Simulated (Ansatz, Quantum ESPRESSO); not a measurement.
# ScAl3 (Pm-3m): zone-centre phonons, part 3 of 3

Which modes does ScAl3 (Pm-3m) have at the zone centre?

Quantum ESPRESSO 7.5; DFT PBE, scalar-relativistic, plane waves, JTH PAW pseudopotentials.

So far. Step 5 (Zone-centre response): The acoustic modes at Γ come out as far as 3.7 cm⁻¹ from zero, where they should vanish, a small numerical error. Step 6 (Zone-centre analysis): The rule moves no optical mode by more than 0.1 cm⁻¹.

### Step 9. Cross-check with Ansatz

The same cell goes through another code, with its own cutoff. The potentials differ. Its k mesh is centred on Γ.

This step: DFT PBE, scalar-relativistic, plane waves, PseudoDojo norm-conserving pseudopotentials (Ansatz 0.2.0).

File input.yaml:

```yaml
crystal:
  lattice:
    - [4.105050463, 0.0, 0.0]
    - [0.0, 4.105050463, 0.0]
    - [0.0, 0.0, 4.105050463]
  atoms:
    - { symbol: Sc, position: [0.0, 0.0, 0.0] }
    - { symbol: Al, position: [0.5, 0.0, 0.5] }
    - { symbol: Al, position: [0.0, 0.5, 0.5] }
    - { symbol: Al, position: [0.5, 0.5, 0.0] }
kpoints:
  mp_grid: { grid: [8, 8, 8] }
hamiltonian:
  xc: pbe
  pseudopotentials: { kind: nc, accuracy: standard }
scf:
  occupations: { method: cold, width: 0.27211 }
output:
  eigenvalues: true
phonons:
  method: dfpt
```

On the command line:

```sh
ansatz run input.yaml --threads 4 --pin off --max-ram 8192MiB --backend cpu --events-out ev --progress --plain --runs-dir out
```

Numbers of over 12 decimals in the logs are rounded to 6 here.

Output:

```text
zone centre: on kpoints.mp_grid the ground state, and the responses unless they are solved on pairs of k-points, stand on 125 of the mesh's 512 k-points, reduced under 8 symmetry operations, with k and −k counted as one. Each operation leaves every solved displacement unchanged or reverses it
Engine: ansatz 0.2.0, aarch64-unknown-linux-gnu
Pseudopotentials: kind: nc
Pseudopotential: Sc, nc, valence charge 11, recommended cutoff 1061.244064 eV (normal), Sc.nc.azcp (PseudoDojo's, or run here from an input of PseudoDojo's; its table is named by hamiltonian.pseudopotentials.accuracy)
Pseudopotential: Al, nc, valence charge 3, recommended cutoff 544.227725 eV (normal), Al.nc.azcp (PseudoDojo's, or run here from an input of PseudoDojo's; its table is named by hamiltonian.pseudopotentials.accuracy)
Functional definition: PBE
  parameter kappa = 0.804
  parameter beta = 0.066725
  exchange = pbe_x(kappa = kappa, mu = beta*pi^2/3)
  correlation = pbe_c(beta = beta)
Crystal: 4 atoms, lattice volume = 69.176 Å³
Basis set: ecut = 1061.244064 eV, 5449 PW (Γ), exchange–correlation on 90×90×90 points (8 copies of the dense FFT grid, shifted against one another)
Bands: 14, of which v1, the nominal top of the filled ones, is band 10 counted from 1 (9 counted from 0)
Symmetry: 48 space group operations
k-points: 125 of 512 (irreducible under 8 space group operations)
Non-local potential: Sc, projectors of the file, l = 0: 2, l = 1: 2, l = 2: 2
Non-local potential: Al, projectors of the file, l = 0: 2, l = 1: 2, l = 2: 2
Initial density: superposition of atomic densities (chi_scale 0.1, normalization cell, long waves kept (reshape's long-wave potential 0.00 eV rms))
Initial wavefunctions: pseudopotential atomic-orbital guess
Functional: x = pbe(κ = 0.804, μ = 0.219515), c = pbe(β = 0.066725)
SCF iter   1: F=—  HF=-1508.123805 eV  |F-HF|=—  |Δ(HF+E_count)|=         —  Δρ=2.64e-2  dr2=8.91e-1  ethr=3.10e-3  ⟨swp⟩=5.5  Hψ=21005  notcnv=0
automatic band count: the SCF goes on with 18 bands, as 14 were too few: they end inside the smearing window of the response
preconditioner: auto → Kerker (q_TF=auto, 2.219 Å⁻¹)  [metal: Δε(μ)=0.165 eV  Ē_g=6.773 eV  σ=0.272 eV  W_gap=0.39  n_scr=18 (ndim 8)  ℏωp=15.5 eV  f_vac=0.000  D(μ)=1.07/eV (n_scr^D=6)]
SCF iter   2: F=—  HF=-1507.980627 eV  |F-HF|=—  |Δ(HF+E_count)|=   1.43e-1  S|Δr|=    0.00e0  Δρ=1.56e-2  dr2=2.51e-1  ethr=3.10e-3  ⟨swp⟩=1.0  Hψ=3250  notcnv=0
SCF iter   3: F=—  HF=-1507.910212 eV  |F-HF|=—  |Δ(HF+E_count)|=   7.04e-2  S|Δr|=    0.00e0  Δρ=5.39e-3  dr2=3.27e-2  ethr=1.25e-3  ⟨swp⟩=2.0  Hψ=3183  notcnv=0
SCF iter   4: F=—  HF=-1507.901335 eV  |F-HF|=—  |Δ(HF+E_count)|=   8.88e-3  S|Δr|=    0.00e0  Δρ=7.68e-4  dr2=2.41e-4  ethr=1.63e-4  ⟨swp⟩=2.3  Hψ=2680  notcnv=0  defer=1
SCF iter   5: F=—  HF=-1507.901339 eV  |F-HF|=—  |Δ(HF+E_count)|=   3.96e-6  S|Δr|=    0.00e0  Δρ=1.59e-4  dr2=1.59e-5  ethr=1.20e-6  ⟨swp⟩=2.3  Hψ=3049  notcnv=0  defer=1
SCF iter   6: F=—  HF=-1507.901339 eV  |F-HF|=—  |Δ(HF+E_count)|=   2.30e-7  S|Δr|=    0.00e0  Δρ=1.83e-5  dr2=1.43e-7  ethr=7.96e-8  ⟨swp⟩=2.2  Hψ=2674  notcnv=0  defer=1
SCF iter   7: F=—  HF=-1507.901314 eV  |F-HF|=—  |Δ(HF+E_count)|=   2.47e-5  S|Δr|=    0.00e0  Δρ=2.59e-6  dr2=6.01e-9  ethr=7.17e-10  ⟨swp⟩=2.3  Hψ=3418  notcnv=0  defer=137
SCF iter   8: F=—  HF=-1507.901314 eV  |F-HF|=—  |Δ(HF+E_count)|=  6.59e-10  S|Δr|=    0.00e0  Δρ=4.05e-7  dr2=1.68e-10  ethr=3.00e-11  ⟨swp⟩=2.4  Hψ=3006  notcnv=0  defer=137
SCF iter   9: F=-1507.901314 eV  HF=-1507.901314 eV  |F-HF|=4.55e-13  |Δ(HF+E_count)|=  2.36e-11  S|Δr|=    0.00e0  Δρ=5.83e-8  dr2=1.84e-12  ethr=1.00e-12  ⟨swp⟩=11.3  Hψ=13605  notcnv=0
SCF 1 converged in 9 iterations: F = -1507.901314 eV  dr2 = 1.84e-12
DFPT response loops at Γ: preconditioner auto → Kerker (q_TF=auto, 2.219 Å⁻¹) (partly filled bands, converged f_vac=0.000); β = 1.00, the filter's whole step (`scf.mixing.beta` (0.50) is not read by the response loops under this deck's `scf.mixing.preconditioner`; to damp them name `kerker` or `kerker_dos`, under which they read `scf.mixing.beta`, and type it under 1.00, their step now; both keys bind the ground state too); Broyden in place of MSR1
SCF converged after 9 iterations
Stability not checked: this state was not tested for a lower state beside it, because cold or Methfessel-Paxton smearing, or corrected tetrahedra, fill the levels in a way that the test cannot read (fill_not_monotonic; see scf.lower_state_search)
Free energy (F): -1507.901314 eV
Harris-Foulkes:  -1507.901314 eV  (|F-HF|=4.55e-13)
Internal energy: -1507.899107 eV  (E = F + TS)
E sigma→0 (E₀):  -1507.900579 eV
Entropy (-TS):   -0.002207 eV (-0.552 meV/atom)
Fermi energy:    9.118100 eV
--- Per-component energies (eV) ---
  E_band       = -128.354819
  E_kinetic    = 558.190003
  E_local      = -1244.801988  (includes V_loc(G=0)·N_el)
  E_nonlocal   = 93.839882
  E_hartree    = 389.488077
  E_xc         = -310.656337
  E_vxc        = -314.558896  (∫ρ·V_xc dr)
  E_ewald      = -993.958745
  E_smearing   = -0.002207  (= −TS)
  E_closure    = -0.000000  (closes the sum)
  Σ components = -1507.901314   (vs F -1507.901314, Δ=0.00e0)
--- Band table (eV; the first three rows and the last of 125) ---
  k-point 0: bands = [... 6 lower, 6.4906, 7.2779, 7.2779, 7.2779, 10.3584, 10.3923, 10.3923, 10.3923, ... 4 higher]
  k-point 1: bands = [... 6 lower, 6.6032, 7.2978, 7.2978, 7.9784, 10.3087, 10.3087, 10.4359, 10.9231, ... 4 higher]
  k-point 2: bands = [... 6 lower, 6.9246, 7.3424, 7.3424, 8.7777, 10.1618, 10.1618, 10.5467, 11.4492, ... 4 higher]
  k-point 124: bands = [... 6 lower, 4.3170, 4.6550, 6.1423, 6.1423, 6.1423, 10.0277, 11.6761, 11.6761, ... 4 higher]
--- Phonons (Γ-DFPT): 3 representative perturbations + reference, on 125 of 512 k-points (Σ response iterations 8) ---
  k mesh reduced under 8 symmetry operations, with k and −k counted as one. Each operation leaves every solved displacement unchanged or reverses it
  ASR residual: 7.921e-5 → 0.000e0 eV/Å²; symmetrization residual: 1.819e-5 eV/Å²
  ASR residual per site (eV/Å²): 7.92e-5 6.43e-6 6.43e-6 6.43e-6
  Γ frequencies (cm⁻¹): 0.00 0.00 0.00 233.54 233.54 233.54 252.72 252.72 252.72 329.56 329.56 329.56
  non-analytic LO–TO correction: not included (Born effective charges unavailable; polar crystals: no LO–TO splitting at Γ)
```

Wall time 33 s (4 threads of Arm Neoverse V2, shared host); peak memory 2.1 GiB; 2.1 min of CPU time.

Numbers from this step:

```yaml
sum_rule_residual_before_enforcement: 7.92e-5 eV/Å²
lowest_optical_zone_centre_mode: 233.5 cm⁻¹
```

### Step 10. The two compared: QE JTH and Ansatz, PseudoDojo

Worked out from the results:

| Quantity | Value |
| --- | --- |
| root-mean-square difference | 0.14 cm⁻¹ |
| largest difference | 0.21 cm⁻¹ |

Frequencies side by side, by row:

```csv
q (reciprocal lattice),mode,QE JTH (cm⁻¹),"Ansatz, PseudoDojo (cm⁻¹)"
0 0 0,1,0,0
0 0 0,2,0,0
0 0 0,3,0,0
0 0 0,4,233.8,233.5
0 0 0,5,233.8,233.5
0 0 0,6,233.8,233.5
0 0 0,7,252.6,252.7
0 0 0,8,252.6,252.7
0 0 0,9,252.6,252.7
0 0 0,10,329.6,329.6
0 0 0,11,329.6,329.6
0 0 0,12,329.6,329.6
```

At the zone centre the largest difference (acoustic modes at Γ apart) is 0.06 % of the highest mode.

### Step 11. Summary of results

- space group after relaxation: Pm-3m
- volume per atom: 17.3 Å³
- highest optical zone-centre mode (no LO-TO term): 329.6 cm⁻¹
- lowest optical zone-centre mode: 233.8 cm⁻¹
- imaginary optical modes at the zone centre (no q mesh in this session): none
- largest difference from Ansatz, PseudoDojo: 0.21 cm⁻¹

In words: At the PBE level the optical modes of ScAl3 (Pm-3m) at the zone centre run from 234 to 330 cm⁻¹. Of the 9 optical modes, 6 are infrared active alone and 3 are silent. QE JTH and Ansatz, PseudoDojo agree to 0.21 cm⁻¹ (0.06 % of the highest mode compared) on all solved modes but the acoustic ones at Γ, without the LO-TO term. These are harmonic frequencies at zero temperature: anharmonic shifts and linewidths and thermal expansion are left out. In a metal the frequencies hang on the k mesh and the smearing, most of all near Kohn anomalies. The structure comes from a database and need not be the phase that is stable at ambient conditions.

[Host names and launcher messages were left out of these logs when they were recorded.]

[Logs are printed without paths, hosts, clocks, repeated set-up lines and the standing remarks that a program may print on its own settings, such as how far it seeks lower states.]

[Hosts, paths, dates, database ids (printed as entryN), source tags and the programs' standing remarks are cut or masked in the printed files.]
